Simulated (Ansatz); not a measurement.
# LiSc3 (built on the sites of a database entry of LiAl3): the cell at rest

Aim: bring LiSc3 (built on the sites of a database entry of LiAl3) to small forces and stress, as phonons need.

Program: Ansatz 0.2.0. Level of theory: DFT PBEsol, scalar-relativistic, plane waves, PAW. Results are calculated unless marked as measured.

The structure was built from a prototype and need not be the compound's stable phase.

## (1) Starting point

It takes space group Pm-3m (No. 221, cubic). The conventional cell has a = 4.973 Å, b = 4.973 Å, c = 4.973 Å, α = 90.00°, β = 90.00°, γ = 90.00°. Nearest to Li lie 12 Sc at 3.52 Å. Nearest to Sc lie 8 Sc at 3.52 Å and 4 Li at 3.52 Å. Farther neighbours are not listed.

## (2) Probe on a coarse mesh

First a cheap look: the gap decides the mesh and the occupations, the pressure tells how far the cell has to move.

Input file input.yaml:

```yaml
crystal:
  lattice:
    - [4.97308, 0.0, 0.0]
    - [0.0, 4.97308, 0.0]
    - [0.0, 0.0, 4.97308]
  atoms:
    - { symbol: Li, position: [0.0, 0.0, 0.0] }
    - { symbol: Sc, position: [0.5, 0.5, 0.0] }
    - { symbol: Sc, position: [0.5, 0.0, 0.5] }
    - { symbol: Sc, position: [0.0, 0.5, 0.5] }
kpoints:
  mp_grid: { grid: [4, 4, 4] }
hamiltonian:
  xc: pbesol
scf:
  occupations: { method: gaussian, width: 0.1 }
output:
  forces: true
  stress: true
  eigenvalues: true
```

The run is started by

```
> ansatz run input.yaml --threads 4 --pin off --max-ram 14336MiB --backend cpu --events-out ev --progress --plain --runs-dir out
```

Numbers of over 12 decimals in the logs are rounded to 6 here.

Log:

```text
Engine: ansatz 0.2.0, aarch64-unknown-linux-gnu
Pseudopotentials: kind: paw
Pseudopotential: Li, paw, valence charge 3, recommended cutoff 420 eV (normal), Li.paw.azcp
Pseudopotential: Sc, paw, valence charge 11, recommended cutoff 420 eV (normal), Sc.paw.azcp
Functional definition: PBEsol
  exchange = pbesol_x
  correlation = pbesol_c
Crystal: 4 atoms, lattice volume = 122.992 Å³
[...]
P = ⅓ Tr σ = -7.8936 GPa (-78.936 kbar)
--- Band table (eV; the first three rows and the last of 10) ---
  k-point 0: bands = [... 14 lower, 4.0333, 4.6987, 4.6987, 5.0522, 5.0522, 5.0522, 6.4282, 6.4282]
  k-point 1: bands = [... 14 lower, 3.7858, 4.4064, 5.0312, 5.1085, 5.1085, 5.1630, 5.9773, 5.9773]
  k-point 2: bands = [... 14 lower, 2.6285, 4.6001, 5.1766, 5.1766, 5.3017, 5.5483, 5.7424, 5.7424]
  k-point 9: bands = [... 14 lower, 3.9810, 3.9810, 4.0851, 5.0483, 5.1553, 5.1553, 5.1553, 6.1010]
[key lines of the parts left out:]
SCF converged after 7 iterations
Free energy (F): -6535.190919 eV
Fermi energy:    5.135260 eV
```

Elapsed: 0.55 s, on 4 threads of Arm Neoverse V2, shared host; peak memory 0.39 GiB.

This step gave:

- pressure: -7.894 GPa
- volume per atom: 30.75 Å³
- gap on the k-mesh: 0 eV

The coarse mesh shows no gap and a pressure of -7.9 GPa.

## (3) Relaxation, k-mesh 8×8×8

The cell and atoms are relaxed, since residual forces and stress would shift the frequencies.

input.yaml: that of step 2 with these lines changed.

```diff
@@ -11,3 +11,3 @@
 kpoints:
-  mp_grid: { grid: [4, 4, 4] }
+  mp_grid: { grid: [8, 8, 8] }
 hamiltonian:
@@ -20 +20,6 @@
   eigenvalues: true
+relax:
+  adjacent_minimum: "off"
+  f_tol: 0.005
+  max_steps: 80
+  cell: { stress_tol: 0.05 }
```

Log:

```text
[...]
Crystal: 4 atoms, lattice volume = 122.992 Å³
Basis set: ecut = 420 eV, 2469 PW (Γ), exchange–correlation on 72×72×72 points (8 copies of the dense FFT grid, shifted against one another)
Bands: 22, of which v1, the nominal top of the filled ones, is band 18 counted from 1 (17 counted from 0)
Symmetry: 48 space group operations
[...]
k-points: 35 of 512
[...]
SCF iter   1: F=—  HF=-6535.166353 eV  |F-HF|=—  |Δ(HF+E_count)|=         —  Δρ=2.62e-3  dr2=7.73e-3  ethr=1.77e-3  ⟨swp⟩=4.3  Hψ=3145  notcnv=0
[...]
SCF iter   7: F=-6535.164283 eV  HF=-6535.164283 eV  |F-HF|=4.51e-9  |Δ(HF+E_count)|=   2.52e-8  Δρ=2.36e-6  dr2=8.29e-9  ethr=2.78e-10  ⟨swp⟩=4.3  Hψ=2405  notcnv=0
SCF 1 converged in 7 iterations: F = -6535.164283 eV  dr2 = 8.29e-9
[...]
relax step   1: F+E_penalty+E_count = -6535.16428279 eV  Δ(F+E_penalty+E_count) = +0.000e0 eV  max|allowed force component| = 3.609e-29 eV/Å  Δτ_max = 0.0000 Å  P = -7.901 GPa  Ω = 122.992 Å³  (7 SCF iters, dr2 threshold 1.00e-7 eV, accepted)
Crystal: 4 atoms, lattice volume = 105.867 Å³
Basis set: ecut = 420 eV, 2103 PW (Γ), exchange–correlation on 72×72×72 points (8 copies of the dense FFT grid, shifted against one another)
[...]
iter 1 solved again at ethr=4.88e-5 eV; its pass at ethr=3.10e-3 eV (dr2=1.76e-2 eV) is discarded
[...]
SCF iter   6: F=-6535.891989 eV  HF=-6535.891989 eV  |F-HF|=8.09e-8  |Δ(HF+E_count)|=   1.33e-7  Δρ=1.16e-5  dr2=1.82e-7  ethr=1.11e-9  ⟨swp⟩=5.9  Hψ=3142  notcnv=0
SCF 2 converged in 6 iterations: F = -6535.891989 eV  dr2 = 1.82e-7
[...]
relax step   2: F+E_penalty+E_count = -6535.89198902 eV  Δ(F+E_penalty+E_count) = -7.277e-1 eV  max|allowed force component| = 1.418e-29 eV/Å  Δτ_max = 0.0000 Å  P = -5.337 GPa  Ω = 105.867 Å³  energy of the carried Pulay correction = +7.688e-4 eV  (6 SCF iters, dr2 threshold 4.00e-7 eV, accepted)
Crystal: 4 atoms, lattice volume = 90.410 Å³
Basis set: ecut = 420 eV, 1791 PW (Γ), exchange–correlation on 72×72×72 points (8 copies of the dense FFT grid, shifted against one another)
[...]
SCF iter   6: F=-6536.194441 eV  HF=-6536.194441 eV  |F-HF|=4.20e-8  |Δ(HF+E_count)|=   1.10e-7  Δρ=9.67e-6  dr2=9.74e-8  ethr=1.11e-9  ⟨swp⟩=5.2  Hψ=3067  notcnv=0
SCF 3 converged in 6 iterations: F = -6536.194441 eV  dr2 = 9.74e-8
relax step   3: F+E_penalty+E_count = -6536.19444051 eV  Δ(F+E_penalty+E_count) = -3.025e-1 eV  max|allowed force component| = 1.526e-29 eV/Å  Δτ_max = 0.0000 Å  P = -0.320 GPa  Ω = 90.410 Å³  energy of the carried Pulay correction = +1.569e-3 eV  (6 SCF iters, dr2 threshold 4.00e-7 eV, accepted)
[...]
relax step   4: F+E_penalty+E_count = -6536.19514975 eV  Δ(F+E_penalty+E_count) = -7.092e-4 eV  max|allowed force component| = 4.181e-29 eV/Å  Δτ_max = 0.0000 Å  P = +0.067 GPa  Ω = 89.578 Å³  energy of the carried Pulay correction = +1.616e-3 eV  (4 SCF iters, dr2 threshold 2.55e-7 eV, accepted)
[...]
relax step   5: F+E_penalty+E_count = -6536.19517116 eV  Δ(F+E_penalty+E_count) = -2.141e-5 eV  max|allowed force component| = 3.787e-29 eV/Å  Δτ_max = 0.0000 Å  P = -0.001 GPa  Ω = 89.721 Å³  energy of the carried Pulay correction = +1.608e-3 eV  (3 SCF iters, dr2 threshold 1.11e-8 eV, accepted)
Basis set: ecut = 420 eV, 1743 PW (Γ), exchange–correlation on 60×60×60 points (8 copies of the dense FFT grid, shifted against one another)
[...]
SCF iter   5: F=-6536.193894 eV  HF=-6536.193894 eV  |F-HF|=3.64e-12  |Δ(HF+E_count)|=  4.49e-10  Δρ=1.72e-7  dr2=2.28e-11  ethr=1.00e-12  ⟨swp⟩=4.1  Hψ=2407  notcnv=0
SCF 6 converged in 5 iterations: F = -6536.193894 eV  dr2 = 2.28e-11
relax step   6: F+E_penalty+E_count = -6536.19389445 eV  Δ(F+E_penalty+E_count) = +1.277e-3 eV  max|allowed force component| = 1.135e-29 eV/Å  Δτ_max = 0.0000 Å  P = -0.005 GPa  Ω = 89.721 Å³  stress off target by 5.41e-3 GPa  SCF on the basis re-selected at this cell (its energy is not comparable with the rows above)  (5 SCF iters)
basis re-selected at this cell: Δ(F+E_penalty+E_count) = +1.277e-3 eV, ΔP = -0.005 GPa vs the last step (what re-selecting the basis moved, of the pressure what is left beyond the Pulay correction that the steps carried, after the strain that the cell walked since its last selection, with what the two solves' SCF thresholds leave and, on support functions, any second-order correction that the steps lacked; it is no measure of the basis error at this ecutwfc). The dense FFT grid was sized anew with the basis: this SCF ran on 30×30×30 points, the steps before it on 36×36×36, so part of this shift can come from that change (see relax.cell in the input reference). [rest of the remark cut]
SCF converged after 5 iterations
Free energy (F): -6536.193894 eV
[...]
Internal energy: -6536.147200 eV  (E = F + TS)
E sigma→0 (E₀):  -6536.170547 eV
Entropy (-TS):   -0.046695 eV (-11.674 meV/atom)
Fermi energy:    7.895411 eV
[...]
--- Stress (GPa, compression-positive) ---
       -0.005408       0.000000       0.000000
       -0.000000      -0.005408       0.000000
        0.000000       0.000000      -0.005408
  P = ⅓ Tr σ = -0.0054 GPa (-0.054 kbar)
--- Band table (eV; the first three rows and the last of 35) ---
  k-point 0: bands = [... 14 lower, 6.1341, 7.2934, 7.2934, 7.6592, 7.6592, 7.6592, 9.8272, 9.8272]
  k-point 1: bands = [... 14 lower, 6.1952, 7.1418, 7.4136, 7.6906, 7.6906, 7.7030, 9.5353, 9.5353]
  k-point 2: bands = [... 14 lower, 6.2332, 6.8177, 7.7484, 7.7729, 7.7729, 7.8194, 9.1655, 9.1655]
  k-point 34: bands = [... 14 lower, 6.6146, 6.6146, 6.6146, 8.1049, 8.1049, 8.1049, 8.2457, 9.2664]
--- Relaxed structure (5 steps of the walk, 5 accepted, 1 SCFs on fresh bases) ---
  F+E_penalty+E_count = -6536.19389445 eV   max|allowed force component| = 1.135e-29 eV/Å   (the final SCF, on the basis selected at the relaxed cell)
  cell:  # Å, volume = 89.7209 Å³
    - [4.476767, 0, 0]
    - [0, 4.476767, 0.0]
    - [0, 0.0, 4.476767]
  atoms:
    - { symbol: Li, position: [0, 0, 0] }
    - { symbol: Sc, position: [0.5, 0.5, 0] }
    - { symbol: Sc, position: [0.5, 0, 0.5] }
    - { symbol: Sc, position: [0, 0.5, 0.5] }
```

It took 7.1 s on 4 threads; peak memory 0.47 GiB.

Step by step:

| step | energy less that of the first step (eV) | largest force component (eV/Å) | pressure (GPa) | volume (Å³) |
| --- | --- | --- | --- | --- |
| 1 | 0.0000 | 0.0000 | -7.90 | 122.99 |
| 2 | -0.7277 | 0.0000 | -5.34 | 105.87 |
| 3 | -1.0302 | 0.0000 | -0.32 | 90.41 |
| 4 | -1.0309 | 0.0000 | 0.07 | 89.58 |
| 5 | -1.0309 | 0.0000 | 0.00 | 89.72 |
| 6* | -1.0296 | 0.0000 | -0.01 | 89.72 |

Relaxation steps marked * repeat the geometry before them on a plane-wave basis chosen anew for their cell, so energy and pressure can jump there.

Forces are held to the 48 operations that the run works with; a distortion that breaks them can't arise in this run.

| conventional cell, symmetrised | before | after | change |
| --- | --- | --- | --- |
| a (Å) | 4.973 | 4.477 | -10.0 % |
| b (Å) | 4.973 | 4.477 | -10.0 % |
| c (Å) | 4.973 | 4.477 | -10.0 % |
| volume (Å³/atom) | 30.75 | 22.43 | -27.1 % |

The relaxed structure:

```xyz
4
Lattice="4.4768 0.0000 0.0000 0.0000 4.4768 0.0000 0.0000 0.0000 4.4768" Properties=species:S:1:pos:R:3 pbc="T T T"
Li    0.0000    0.0000    0.0000
Sc    2.2384    2.2384    0.0000
Sc    2.2384    0.0000    2.2384
Sc    0.0000    2.2384    2.2384
```

This step gave:

```
pressure        : -0.005408 GPa
volume per atom : 22.43 Å³
```

In this step the volume went from 30.75 to 22.43 Å³/atom.

## (4) Bringing the structure to rest, k-mesh 10×10×10

The relaxation is repeated from its end, on the mesh and smearing that suit the cell and gap now reached.

input.yaml, the sections that differ from step 3:

```yaml
crystal:
  lattice:
    - [4.4767670586, 0.0, 0.0]
    - [0.0, 4.4767670586, 0.0]
    - [0.0, 0.0, 4.4767670586]
  atoms:
    - { symbol: Li, position: [0.0, 0.0, 0.0] }
    - { symbol: Sc, position: [0.5, 0.5, 0.0] }
    - { symbol: Sc, position: [0.5, 0.0, 0.5] }
    - { symbol: Sc, position: [0.0, 0.5, 0.5] }
kpoints:
  mp_grid: { grid: [10, 10, 10] }
# hamiltonian, scf, output, relax: as in step 3
```

Log:

```text
[...]
Crystal: 4 atoms, lattice volume = 89.721 Å³
Basis set: ecut = 420 eV, 1743 PW (Γ), exchange–correlation on 60×60×60 points (8 copies of the dense FFT grid, shifted against one another)
Bands: 22, of which v1, the nominal top of the filled ones, is band 18 counted from 1 (17 counted from 0)
[... 1 set-up line as in the run before ...]
[...]
k-points: 56 of 1000
[...]
--- Relaxed structure (1 steps of the walk, 1 accepted, 1 SCFs on fresh bases) ---
[...]
cell:  # Å, volume = 89.7209 Å³
    - [4.4767670586, 0.0, 0.0]
    - [0.0, 4.4767670586, 0.0]
    - [0.0, 0.0, 4.4767670586]
  atoms:
    - { symbol: Li, position: [0.0, 0.0, 0.0] }
    - { symbol: Sc, position: [0.5, 0.5, 0.0] }
    - { symbol: Sc, position: [0.5, 0.0, 0.5] }
    - { symbol: Sc, position: [0.0, 0.5, 0.5] }
[key lines of the parts left out:]
SCF converged after 4 iterations
Free energy (F): -6536.192210 eV
Fermi energy:    7.898628 eV
P = ⅓ Tr σ = -0.0121 GPa (-0.121 kbar)
```

Run time: 2.8 s. Hardware: 4 threads; peak memory 0.44 GiB.

Little changed from the start: no atom moved by 0.005 Å and no cell edge by 0.1 %.

Numbers from this step:

```yaml
pressure: -0.01206 GPa
```

In this step the volume went from 22.43 to 22.43 Å³/atom.

## (5) Tight relaxation

Phonons need a cell at rest on their own settings, so the relaxation is repeated with tight tolerances on forces and stress on the k mesh and occupations of the first response run.

input.yaml, the sections that differ from step 4:

```yaml
kpoints:
  mp_grid: { grid: [12, 12, 12] }
scf:
  occupations: { method: methfessel_paxton, width: 0.2 }
relax:
  adjacent_minimum: "off"
  f_tol: 0.001
  max_steps: 60
  cell: { stress_tol: 0.01 }
# crystal, hamiltonian, output: as in step 4
```

Log:

```text
[...]
Crystal: 4 atoms, lattice volume = 89.721 Å³
Basis set: ecut = 420 eV, 1743 PW (Γ), exchange–correlation on 60×60×60 points (8 copies of the dense FFT grid, shifted against one another)
Bands: 22, of which v1, the nominal top of the filled ones, is band 18 counted from 1 (17 counted from 0)
[... 1 set-up line as in the run before ...]
[...]
k-points: 84 of 1728
[...]
k-point 83: bands = [... 14 lower, 6.6218, 6.6218, 6.6218, 8.1147, 8.1147, 8.1147, 8.2540, 9.2752]
--- Relaxed structure (3 steps of the walk, 3 accepted, 1 SCFs on fresh bases) ---
[...]
cell:  # Å, volume = 89.6465 Å³
    - [4.475530, 0, 0]
    - [0, 4.475530, 0.0]
    - [0, 0.0, 4.475530]
  atoms:
    - { symbol: Li, position: [0, 0, 0] }
    - { symbol: Sc, position: [0.5, 0.5, 0] }
    - { symbol: Sc, position: [0.5, 0, 0.5] }
    - { symbol: Sc, position: [0, 0.5, 0.5] }
[key lines of the parts left out:]
SCF converged after 5 iterations
Free energy (F): -6536.172610 eV
Fermi energy:    7.904955 eV
P = ⅓ Tr σ = 0.0000 GPa (0.000 kbar)
```

The job ended after 7.5 s (4 threads; peak memory 0.48 GiB; 28 s of CPU time).

Little changed from the start: no atom moved by 0.005 Å and no cell edge by 0.1 %.

Numbers from this step:

```yaml
pressure: 1.68e-5 GPa
volume_per_atom: 22.41 Å³
```

The forces vanish by symmetry and the pressure is 0.000 GPa, within the tolerances set. The cell now holds 22.41 Å³/atom.

## (6) Outcome

```yaml
space_group_after_relaxation_within_0p01_a: Pm-3m
lattice_constant_a: 4.476 Å
lattice_constant_b: 4.476 Å
lattice_constant_c: 4.476 Å
volume_per_atom: 22.4 Å³
```

What this shows: The forces vanish by symmetry and the pressure is 0.000 GPa, within the tolerances set. The cell now holds 22.41 Å³/atom. The relaxation keeps the symmetry of its start, so it says nothing on stability against lower symmetry. The starting cell was built on a prototype and not taken from a measurement, so the phase need not exist.

[Logs are printed without paths, hosts, clocks, repeated set-up lines and the standing remarks that a program may print on its own settings, such as how far it seeks lower states.]

[Hosts, paths, dates, database ids (printed as entryN), source tags and the programs' standing remarks are cut or masked in the printed files.]
